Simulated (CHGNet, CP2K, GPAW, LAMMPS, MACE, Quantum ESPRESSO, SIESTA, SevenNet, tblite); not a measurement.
**A faulty GPAW run on glassy 67P2O5-33MgO (mol %) (80 atoms)**

Program: GPAW 26.7.0, a calculation on a cell of 20 P, 5 Mg and 55 O, 12.3 Å³ an atom.

File run.py:

```python
import numpy as np
from ase.io import read
from gpaw import GPAW, FermiDirac

atoms = read("structure.xyz")
atoms.calc = GPAW(
    mode="lcao",
    basis="dzp",
    h=0.18,
    xc="PBE96",
    kpts={"size": (1, 1, 1), "gamma": True},
    occupations=FermiDirac(0.05),
    maxiter=60,
    symmetry={"point_group": False},
    txt="gpaw.txt",
)
energy = atoms.get_potential_energy(force_consistent=True)
forces = atoms.get_forces()
print(f"energy {energy:.6f} eV")
print("forces (eV/A)")
for i, (a, f) in enumerate(zip(atoms, forces)):
    print(f"{i:4d} {a.symbol:2s} {f[0]:10.5f} {f[1]:10.5f} {f[2]:10.5f}")
print(f"Fermi level {atoms.calc.get_fermi_level():.4f} eV")
for k in range(len(atoms.calc.get_ibz_k_points())):
    for s in range(atoms.calc.get_number_of_spins()):
        e = atoms.calc.get_eigenvalues(kpt=k, spin=s)
        n = np.searchsorted(e, atoms.calc.get_fermi_level())
        print(f"k {k} spin {s} levels about the Fermi level:", np.round(e[max(n - 6, 0):n], 4).tolist(), "|", np.round(e[n:n + 6], 4).tolist())
```

File structure.xyz:

```xyz
80
Lattice="9.95170 0.00000 0.00000 0.00000 9.95170 0.00000 0.00000 0.00000 9.95170" Properties=species:S:1:pos:R:3 pbc="T T T"
P 2.82171 4.73960 3.26665
P 8.40481 2.73632 0.28532
P 0.27317 8.86687 6.49607
P 8.55806 1.61606 5.43721
P 0.94710 3.73846 5.65635
P 6.98390 4.92908 3.84773
P 7.10541 7.96216 2.96650
P 2.71433 7.24543 7.85647
P 2.53589 2.50763 8.03908
P 0.31557 0.48107 9.30653
[... 66 atom lines left out ...]
O 7.41780 3.29083 9.23926
O 3.62321 6.05740 2.60595
O 5.55315 7.60230 2.39647
O 0.39120 4.96431 6.28987
```

Launch:

```bash
$ OMP_NUM_THREADS=1 python run.py > output.txt
```

The log of the run:

```text
ValueError: not enough values to unpack (expected 2, got 1)
NameError: Unknown functional: PBE96.
```

gpaw.txt:

```text
Input parameters:
  mode=LCAO(),
  basis={'default': 'dzp'},
  h=0.18,
  kpts=MonkhorstPack(size=(1, 1, 1), gamma=True),
  maxiter=60,
  occupations=Occupations(name='fermi-dirac', width=0.05, fixmagmom=False),
  symmetry=Symmetry(point_group=False),
  xc=XC(name='PBE96')
timing:  # [seconds]
  Total: 0.037  # ━━━━━━━━━━━━━━━━━━━━━━━━━━━━━━━━━━━━━━━━━━━━━━━━━━━━━━━━━━━
  Init:  0.011  # ━━━━━━━━━━━━━━━━━━
```

Run time: 1.5 s. Hardware: 1 thread of Arm Neoverse V1, shared host; peak memory 0.1 GiB.

Banners, paths, timers and routine set-up lines are dropped from the logs unmarked, and long logs keep their key lines alone; longer cuts are marked.

Q: Find the fault and mend it.

An unknown functional: functional PBE96.

The program stopped at the start.

[Also dropped from logs without a mark: logging warnings of Python, and SIESTA's first energy breakdown and zero terms.]

[Logs are printed without paths, hosts, clocks, repeated set-up lines and the standing remarks that a program may print on its own settings, such as how far it seeks lower states.]

[Hosts, paths, dates, database ids (printed as entryN), source tags and the programs' standing remarks are cut or masked in the printed files.]
